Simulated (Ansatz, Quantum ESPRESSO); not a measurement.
# KSrBr3 (Pm-3m): modes at Γ and the response to a field, part 3 of 3

Which modes does KSrBr3 (Pm-3m) have at the zone centre?

Quantum ESPRESSO 7.5; DFT PBE, scalar-relativistic, plane waves, GBRV ultrasoft pseudopotentials.

So far, lowest optical zone-centre mode (cm⁻¹): step 6 (modes with the sum rule) -52.8; step 7 (ASR crystal) -52.5. The relaxed cell has a = 5.945 Å (conventional setting).

The structure was built from a prototype and need not be the compound's stable phase.

**8. Sum rules set otherwise: a sum rule for molecules or wires on a crystal**

This rule also removes rotations, which suits wires and not a crystal; it is tried to see the harm.

File dynmat.in:

```
&input
   fildyn = 'g.dyn'
   asr = 'one-dim'
   fileig = 'dynmat.eig'
   lperm = .true.
/
```

The run is started by

```console
$ dynmat.x -in dynmat.in > dynmat.out
```

Numbers of over 12 decimals in the logs are rounded to 6 here.

Log:

```text
[banner, memory and clock lines left out]
Program DYNMAT v.7.5

     Reading Dynamical Matrix from file g.dyn
     ...Force constants read
     ...epsilon and Z* read
asr rotation axis in 1D system=    3
     Acoustic Sum Rule: || Z*(ASR) - Z*(orig)|| =    4.053169E-01
     Acoustic Sum Rule: ||dyn(ASR) - dyn(orig)||=    1.995769E-02
     A direction for q was not specified:TO-LO splitting will be absent

     Polarizability (A^3 units)
     multiply by 0.644448 for Clausius-Mossotti correction
        27.675141    0.000000    0.000000
         0.000000   27.675141    0.000000
         0.000000    0.000000   27.675141

     IR activities are in (D/A)^2/amu units

# mode   [cm-1]    [THz]      IR
    1    -52.47   -1.5731    1.5341
    2    -52.47   -1.5731    1.5341
    3    -44.11   -1.3224    1.1981
    4    -18.76   -0.5623    0.0000
    5    -18.76   -0.5623    0.0000
    6     -0.00   -0.0000    0.0000
    7     -0.00   -0.0000    0.0000
    8      0.00    0.0000    0.0000
    9      0.00    0.0000    0.0000
   10     38.06    1.1411    0.2873
   11     54.68    1.6393    0.0975
   12     54.68    1.6393    0.0975
   13    172.72    5.1779    2.4154
   14    173.04    5.1876    2.4940
   15    173.04    5.1876    2.4940

Electronic dielectric permittivity tensor (relative, adimensional)
         2.655147    0.000000    0.000000
         0.000000    2.655147    0.000000
         0.000000    0.000000    2.655147

 ... with zone-center polar mode contributions
         4.660647   -0.829002    0.000000
        -0.829002    4.660647    0.000000
         0.000000    0.000000    3.831645

[end of the log left out, with the tail of the file of modes that dynmat.x writes under the same name]
```

Run time: 0.84 s. Hardware: 1 thread of AMD EPYC 7R13 (Zen 3), shared host.

The run ended normally, but on settings that are not sound.

The fault: a sum rule for molecules or wires on a crystal; 1 optical mode is projected out to zero frequency, as if it were a rotation.

For a crystal the rule has to be 'simple' or 'crystal'.

Zone-centre frequencies as printed; negative means imaginary. Modes:

```csv
mode,frequency (cm⁻¹)
1,-52.47
2,-52.47
3,-44.11
4,-18.76
5,-18.76
6,0
7,0
8,0
9,0
10,38.06
11,54.68
12,54.68
13,172.7
14,173
15,173
```

**9. The LO-TO splitting (1 0 0)**

A longitudinal polar mode sets up a macroscopic field that stiffens it; the term hangs on the direction from which q goes to zero.

File dynmat.in:

```
&input
   fildyn = 'g.dyn'
   asr = 'simple'
   fileig = 'dynmat.eig'
   q(1) = 1.0
   q(2) = 0.0
   q(3) = 0.0
/
```

The run is started by

```console
$ dynmat.x -in dynmat.in > dynmat.out
```

Log:

```text
[banner, memory and clock lines left out]
Program DYNMAT v.7.5

     Reading Dynamical Matrix from file g.dyn
     ...Force constants read
     ...epsilon and Z* read

     Polarizability (A^3 units)
     multiply by 0.644448 for Clausius-Mossotti correction
        27.675141    0.000000    0.000000
         0.000000   27.675141    0.000000
         0.000000    0.000000   27.675141

     IR activities are in (D/A)^2/amu units

# mode   [cm-1]    [THz]      IR
    1    -52.78   -1.5823    1.5324
    2    -52.78   -1.5823    1.5324
    3    -18.66   -0.5595    0.0000
    4    -18.66   -0.5595    0.0000
    5    -18.66   -0.5595    0.0000
    6     -0.00   -0.0000    0.0000
    7     -0.00   -0.0000    0.0000
    8      0.00    0.0000    0.0000
    9     32.49    0.9741    0.5140
   10     54.77    1.6419    0.0993
   11     54.77    1.6419    0.0993
   12     61.64    1.8478    0.3522
   13    173.11    5.1897    2.4939
   14    173.11    5.1897    2.4939
   15    202.73    6.0776    3.2593

[end of the log left out, with the tail of the file of modes that dynmat.x writes under the same name]
```

Elapsed: 0.8 s, on 1 thread.

Numbers from this step:

```
highest mode moved by the LO-TO term : 202.7 cm⁻¹
```

Zone-centre frequencies as printed; negative means imaginary. Modes:

```csv
mode,frequency (cm⁻¹)
1,-52.78
2,-52.78
3,-18.66
4,-18.66
5,-18.66
6,0
7,0
8,0
9,32.49
10,54.77
11,54.77
12,61.64
13,173.1
14,173.1
15,202.7
```

The field moves 3 modes; the highest of them now lies at 203 cm⁻¹, where the highest that moved away lay at 173.

**10. Cross-check with Ansatz**

The same cell goes through another code, with its own cutoff. The potentials differ. Its k mesh is centred on Γ.

This step: DFT PBE, scalar-relativistic, plane waves, PseudoDojo norm-conserving pseudopotentials (Ansatz 0.2.0).

File input.yaml:

```yaml
crystal:
  lattice:
    - [5.945034234, 0.0, 0.0]
    - [0.0, 5.945034234, 0.0]
    - [0.0, 0.0, 5.945034234]
  atoms:
    - { symbol: K, position: [0.0, 0.0, 0.0] }
    - { symbol: Sr, position: [0.5, 0.5, 0.5] }
    - { symbol: Br, position: [0.0, 0.5, 0.5] }
    - { symbol: Br, position: [0.5, 0.0, 0.5] }
    - { symbol: Br, position: [0.5, 0.5, 0.0] }
kpoints:
  mp_grid: { grid: [4, 4, 4] }
hamiltonian:
  xc: pbe
  pseudopotentials: { kind: nc, accuracy: standard }
scf:
  occupations: { method: fixed }
output:
  eigenvalues: true
phonons:
  method: dfpt
  dielectric: true
  rigid_motions: translations
```

The run is started by

```console
$ ansatz run input.yaml --threads 4 --pin off --max-ram 8192MiB --backend cpu --events-out ev --progress --plain --runs-dir out
```

Log:

```text
Engine: ansatz 0.2.0, x86_64-unknown-linux-gnu
Pseudopotentials: kind: nc
Pseudopotential: K, nc, valence charge 9, recommended cutoff 1006.821291 eV (normal), K.nc.azcp (PseudoDojo's, or run here from an input of PseudoDojo's; its table is named by hamiltonian.pseudopotentials.accuracy)
Pseudopotential: Sr, nc, valence charge 10, recommended cutoff 925.187132 eV (normal), Sr.nc.azcp (PseudoDojo's, or run here from an input of PseudoDojo's; its table is named by hamiltonian.pseudopotentials.accuracy)
Pseudopotential: Br, nc, valence charge 7, recommended cutoff 625.861884 eV (normal), Br.nc.azcp (PseudoDojo's, or run here from an input of PseudoDojo's; its table is named by hamiltonian.pseudopotentials.accuracy)
Functional definition: PBE
  parameter kappa = 0.804
  parameter beta = 0.066725
  exchange = pbe_x(kappa = kappa, mu = beta*pi^2/3)
  correlation = pbe_c(beta = beta)
Crystal: 5 atoms, lattice volume = 210.118 Å³
Basis set: ecut = 1006.821291 eV, 15275 PW (Γ), exchange–correlation on 128×128×128 points (8 copies of the dense FFT grid, shifted against one another)
Bands: 25, of which v1, the nominal top of the filled ones, is band 20 counted from 1 (19 counted from 0)
Symmetry: 48 space group operations
k-points: 30 of 64 (irreducible under 2 space group operations, time reversal used)
Non-local potential: K, projectors of the file, l = 0: 2, l = 1: 2, l = 2: 2
Non-local potential: Sr, projectors of the file, l = 0: 2, l = 1: 2, l = 2: 2
Non-local potential: Br, projectors of the file, l = 0: 2, l = 1: 2, l = 2: 2
Initial density: superposition of atomic densities (chi_scale 0.1, normalization cell, long waves kept (reshape's long-wave potential 0.01 eV rms))
Initial wavefunctions: pseudopotential atomic-orbital guess
Functional: x = pbe(κ = 0.804, μ = 0.219515), c = pbe(β = 0.066725)
SCF iter   1: F=—  HF=-3045.003210 eV  |F-HF|=—  |Δ(HF+E_count)|=         —  Δρ=3.08e-2  dr2=3.85e0  ethr=3.10e-3  ⟨swp⟩=9.0  Hψ=4407  notcnv=0  defer=74
preconditioner: auto → Resta (q_TF=auto, 2.069 Å⁻¹)  ε∞=4.4  [insulator: Δε(μ)=2.935 eV  Ē_g=5.858 eV  n_scr=26 (ndim 8)  ℏωp=10.9 eV  f_vac=0.006  ε∞_Penn≈4.4]
SCF iter   2: F=—  HF=-3043.682054 eV  |F-HF|=—  |Δ(HF+E_count)|=    1.32e0  Δρ=1.35e-2  dr2=9.20e-1  ethr=3.10e-3  ⟨swp⟩=5.3  Hψ=1968  notcnv=0  defer=73
SCF iter   3: F=—  HF=-3043.319340 eV  |F-HF|=—  |Δ(HF+E_count)|=   3.63e-1  Δρ=3.92e-3  dr2=5.31e-2  ethr=2.30e-3  ⟨swp⟩=5.0  Hψ=1824  notcnv=0  defer=85
SCF iter   4: F=—  HF=-3043.324107 eV  |F-HF|=—  |Δ(HF+E_count)|=   4.77e-3  Δρ=7.55e-4  dr2=1.99e-3  ethr=1.33e-4  ⟨swp⟩=4.6  Hψ=1757  notcnv=0  defer=85
SCF iter   5: F=—  HF=-3043.326232 eV  |F-HF|=—  |Δ(HF+E_count)|=   2.13e-3  Δρ=2.50e-4  dr2=1.76e-4  ethr=4.97e-6  ⟨swp⟩=4.1  Hψ=1430  notcnv=0  defer=83
SCF iter   6: F=—  HF=-3043.326702 eV  |F-HF|=—  |Δ(HF+E_count)|=   4.70e-4  Δρ=4.78e-5  dr2=1.25e-5  ethr=4.41e-7  ⟨swp⟩=3.7  Hψ=1442  notcnv=0  defer=80
SCF iter   7: F=—  HF=-3043.326718 eV  |F-HF|=—  |Δ(HF+E_count)|=   1.58e-5  Δρ=1.64e-5  dr2=2.17e-6  ethr=3.13e-8  ⟨swp⟩=2.2  Hψ=1083  notcnv=0  defer=80
SCF iter   8: F=—  HF=-3043.326926 eV  |F-HF|=—  |Δ(HF+E_count)|=   2.08e-4  Δρ=3.77e-6  dr2=3.92e-8  ethr=5.42e-9  ⟨swp⟩=2.4  Hψ=1200  notcnv=0  defer=76
SCF iter   9: F=—  HF=-3043.326926 eV  |F-HF|=—  |Δ(HF+E_count)|=   4.88e-8  Δρ=7.33e-7  dr2=1.82e-9  ethr=9.79e-11  ⟨swp⟩=2.6  Hψ=1381  notcnv=0  defer=76
SCF iter  10: F=—  HF=-3043.326926 eV  |F-HF|=—  |Δ(HF+E_count)|=   4.42e-9  Δρ=2.33e-7  dr2=1.72e-10  ethr=4.54e-12  ⟨swp⟩=3.1  Hψ=1445  notcnv=0  defer=76
SCF iter  11: F=-3043.326926 eV  HF=-3043.326926 eV  |F-HF|=1.50e-11  |Δ(HF+E_count)|=  2.63e-10  Δρ=5.51e-8  dr2=1.05e-11  ethr=1.00e-12  ⟨swp⟩=26.5  Hψ=8804  notcnv=0
SCF 1 converged in 11 iterations: F = -3043.326926 eV  dr2 = 1.05e-11
DFPT response loops at Γ: preconditioner auto → none (the input reference at scf.mixing.eps_inf says where Resta's filter doesn't serve); β = 0.50; Broyden in place of MSR1
── the response to a field inside a basis, on 4×4×4 k-points: an SCF that follows is theirs, and a resumed run solves both again ──
Bands: 21, of which v1, the nominal top of the filled ones, is band 20 counted from 1 (19 counted from 0)
k-points: 4 of 64
Initial density: handed on by an earlier stage of this run
Initial wavefunctions: pseudopotential atomic-orbital guess (no wavefunctions were taken with the density)
Eigensolver: Dense (4 Hₖ)
SCF iter   1: F=—  HF=-3043.314591 eV  |F-HF|=—  |Δ(HF+E_count)|=         —  Δρ=6.55e-5  dr2=2.13e-6  ethr=1.00e-1
preconditioner: auto → Resta (q_TF=auto, 2.069 Å⁻¹)  ε∞=2.6  [insulator: Δε(μ)=4.242 eV  Ē_g=12.307 eV  n_scr=26 (ndim 8)  ℏωp=15.4 eV  f_vac=0.126  ε∞_Penn≈2.6]
SCF iter   2: F=—  HF=-3043.314596 eV  |F-HF|=—  |Δ(HF+E_count)|=   5.23e-6  Δρ=3.44e-5  dr2=5.74e-7  ethr=5.34e-9
SCF iter   3: F=-3043.314599 eV  HF=-3043.314599 eV  |F-HF|=1.74e-8  |Δ(HF+E_count)|=   2.26e-6  Δρ=1.96e-6  dr2=8.14e-9  ethr=1.43e-9
SCF 1 converged in 3 iterations: F = -3043.314599 eV  dr2 = 8.14e-9
DFPT response loops at Γ: mixed as the last ones told, above
SCF converged after 11 iterations
Free energy (F): -3043.326926 eV
Harris-Foulkes:  -3043.326926 eV  (|F-HF|=1.50e-11)
Internal energy: -3043.326926 eV  (E = F + TS)
E sigma→0 (E₀):  -3043.326926 eV
Fermi energy:    0.957589 eV
--- Per-component energies (eV) ---
  E_band       = -344.589112
  E_kinetic    = 887.770799
  E_local      = -2385.412655  (includes V_loc(G=0)·N_el)
  E_nonlocal   = 429.319092
  E_hartree    = 676.999512
  E_xc         = -827.258063
  E_vxc        = -630.265363  (∫ρ·V_xc dr)
  E_ewald      = -1824.745612
  E_smearing   = -0.000000  (= −TS)
  E_closure    = 0.000000  (closes the sum)
  Σ components = -3043.326926   (vs F -3043.326926, Δ=0.00e0)
--- Band table (eV; the first three rows and the last of 30) ---
  k-point 0: bands = [... 16 lower, 0.5033, 0.7068, 0.7068, 0.7068, 4.7040, 6.2153, 6.2153, 6.2153, ... 1 higher]
  k-point 1: bands = [... 16 lower, 0.3926, 0.4504, 0.6566, 0.6566, 5.2516, 6.3007, 6.7066, 6.7066, ... 1 higher]
  k-point 2: bands = [... 16 lower, 0.2172, 0.3995, 0.6349, 0.6349, 6.3365, 6.3996, 6.4324, 7.3852, ... 1 higher]
  k-point 29: bands = [... 16 lower, -0.3783, 0.9576, 0.9576, 0.9576, 6.0331, 7.3786, 7.3786, 7.3786, ... 1 higher]
--- Phonons (Γ-DFPT): 4 representative perturbations + reference, on 30 of 64 k-points (Σ response iterations 15) ---
  k mesh reduced under 2 symmetry operations, with k and −k counted as one. Each operation leaves every solved perturbation unchanged. A smaller set is not considered because the run solves the response to a homogeneous field
  ASR residual: 1.111e-4 → 0.000e0 eV/Å²; symmetrization residual: 4.876e-6 eV/Å²
  ASR residual per site (eV/Å²): 1.11e-4 4.13e-5 5.46e-5 5.46e-5 5.46e-5
  Γ frequencies (cm⁻¹): -52.59 -52.59 -52.59 -18.65 -18.65 -18.65 0.00 0.00 0.00 54.91 54.91 54.91 172.88 172.88 172.88
  ε∞ (high-frequency dielectric tensor):
        2.651338     0.000000     0.000000
        0.000000     2.651338     0.000000
        0.000000     0.000000     2.651338
  softest optical mode at Γ: -52.59 cm⁻¹; the repairs (sum rule, projections) moved no ω² at Γ by more than (1.13 cm⁻¹)²
  Born effective charges Z* (e; rows j = field, columns β = displacement):
    site 0:
         1.30364   -0.00000   -0.00000
        -0.00000    1.30364    0.00000
        -0.00000    0.00000    1.30364
    site 1:
         2.42090   -0.00000   -0.00000
         0.00000    2.42090    0.00000
         0.00000    0.00000    2.42090
    site 2:
        -1.99914   -0.00000   -0.00000
        -0.00000   -0.86270    0.00000
        -0.00000    0.00000   -0.86270
    site 3:
        -0.86270    0.00000    0.00000
         0.00000   -1.99914    0.00000
        -0.00000    0.00000   -0.86270
    site 4:
        -0.86270    0.00000    0.00000
        -0.00000   -0.86270    0.00000
        -0.00000    0.00000   -1.99914
  Z* charge neutrality: 1.363e-2 e pre-enforcement
  solved inside a basis spanned on kpoints, on 4×4×4 k-points, its susceptibility summed on 8×8×8: ε∞ is read to err by 7.5e-3, Z* by 1.8e-2 e (field_mesh: kpoints solves on kpoints); Z* is corrected for what the basis lacks
  optical modes at Γ without the LO–TO term, one row a degenerate level:
      ω (cm⁻¹)  modes    IR ((D/Å)²/amu)
        -52.59      3             4.6448
        -18.65      3             0.0000
         54.91      3             0.3046
        172.88      3             7.4397
  optical modes at Γ + LO–TO along q̂ = [1.0000, 0.0000, 0.0000]:
      ω (cm⁻¹)  modes    IR ((D/Å)²/amu)
        -52.59      2             3.0965
        -18.65      3             0.0000
         33.18      1             0.5082
         54.91      2             0.2031
         62.01      1             0.3663
        172.88      2             4.9598
        202.49      1             3.2552
  optical modes at Γ + LO–TO along q̂ = [0.0000, 1.0000, 0.0000]:
      ω (cm⁻¹)  modes    IR ((D/Å)²/amu)
        -52.59      2             3.0965
        -18.65      3             0.0000
         33.18      1             0.5082
         54.91      2             0.2031
         62.01      1             0.3663
        172.88      2             4.9598
        202.49      1             3.2552
  optical modes at Γ + LO–TO along q̂ = [0.0000, 0.0000, 1.0000]:
      ω (cm⁻¹)  modes    IR ((D/Å)²/amu)
        -52.59      2             3.0965
        -18.65      3             0.0000
         33.18      1             0.5082
         54.91      2             0.2031
         62.01      1             0.3663
        172.88      2             4.9598
        202.49      1             3.2552
```

It took 79 s on 4 threads; peak memory 2.9 GiB; 5 min of CPU time.

Read from the output:

```yaml
sum_rule_residual_before_enforcement: 1.11e-4 eV/Å²
miss_of_the_charge_sum_rule: 0.01363 e
estimated_error_of_the_dielectric_tensor: 0.007487
estimated_error_of_the_born_charges: 0.01838 e
highest_optical_zone_centre_mode_no_lo_to_term: 172.9 cm⁻¹
lowest_optical_zone_centre_mode: -52.59 cm⁻¹
mean_high_frequency_dielectric_constant: 2.651
largest_born_charge_in_size_third_of_the_trace: 2.421 e
highest_mode_moved_by_the_lo_to_term: 202.5 cm⁻¹
```

Transverse modes; imaginary modes left out. Lines of the infrared spectrum (strongest = 100):

```csv
position (cm⁻¹),label,"IR intensity ((D/Å)²/amu), degenerate modes summed, relative"
55,T1u,4.1
173,T1u,100
```

**11. Side by side: QE GBRV and Ansatz, PseudoDojo**

Numbers from this step:

| Item | Value |
| --- | --- |
| root-mean-square difference | 0.16 cm⁻¹ |
| largest difference | 0.23 cm⁻¹ |

The 12 of 12 modes that differ most. Frequencies side by side:

```csv
q (reciprocal lattice),mode,QE GBRV (cm⁻¹),"Ansatz, PseudoDojo (cm⁻¹)"
0 0 0,1,-52.78,-52.59
0 0 0,2,-52.78,-52.59
0 0 0,3,-52.78,-52.59
0 0 0,4,-18.66,-18.65
0 0 0,5,-18.66,-18.65
0 0 0,6,-18.66,-18.65
0 0 0,10,54.77,54.91
0 0 0,11,54.77,54.91
0 0 0,12,54.77,54.91
0 0 0,13,173.1,172.9
0 0 0,14,173.1,172.9
0 0 0,15,173.1,172.9
```

The two runs side by side. Further quantities:

```csv
quantity,QE GBRV,"Ansatz, PseudoDojo"
mean ε∞,2.655,2.651
"largest Born charge in size (e; the first before, the second after the charge sum rule)",2.416,2.421
```

At the zone centre the largest difference (acoustic modes at Γ apart) is 0.1 % of the highest mode.

**12. Summary of results**

* space group after relaxation: Pm-3m
* volume per atom: 42.0 Å³
* gap on the k-mesh: 3.75 eV
* highest optical zone-centre mode (no LO-TO term): 173.1 cm⁻¹
* lowest optical zone-centre mode: -52.8 cm⁻¹
* highest mode moved by the LO-TO term: 202.7 cm⁻¹
* mean high-frequency dielectric constant: 2.66
* largest Born charge in size (third of the trace): 2.42 e
* imaginary optical modes at the zone centre (no q mesh in this session): yes
* largest difference from Ansatz, PseudoDojo: 0.23 cm⁻¹

In words: At the PBE level the optical modes of KSrBr3 (Pm-3m) at the zone centre (no LO-TO term) run from 53i to 173 cm⁻¹, so the structure is a saddle point, with 6 modes beyond 10i cm⁻¹ there. Along the directions run, the highest mode that the macroscopic field moves lies at 203 cm⁻¹. Of the 12 optical modes, 9 are infrared active alone and 3 are silent. QE GBRV and Ansatz, PseudoDojo agree to 0.23 cm⁻¹ (0.1 % of the highest mode compared) on all solved modes but the acoustic ones at Γ, without the LO-TO term. These are harmonic frequencies at zero temperature: anharmonic shifts and linewidths and thermal expansion are left out. The structure is a hypothetical one, built on a prototype.

[Host names and launcher messages were left out of these logs when they were recorded.]

[Logs are printed without paths, hosts, clocks, repeated set-up lines and the standing remarks that a program may print on its own settings, such as how far it seeks lower states.]

[Hosts, paths, dates, database ids (printed as entryN), source tags and the programs' standing remarks are cut or masked in the printed files.]
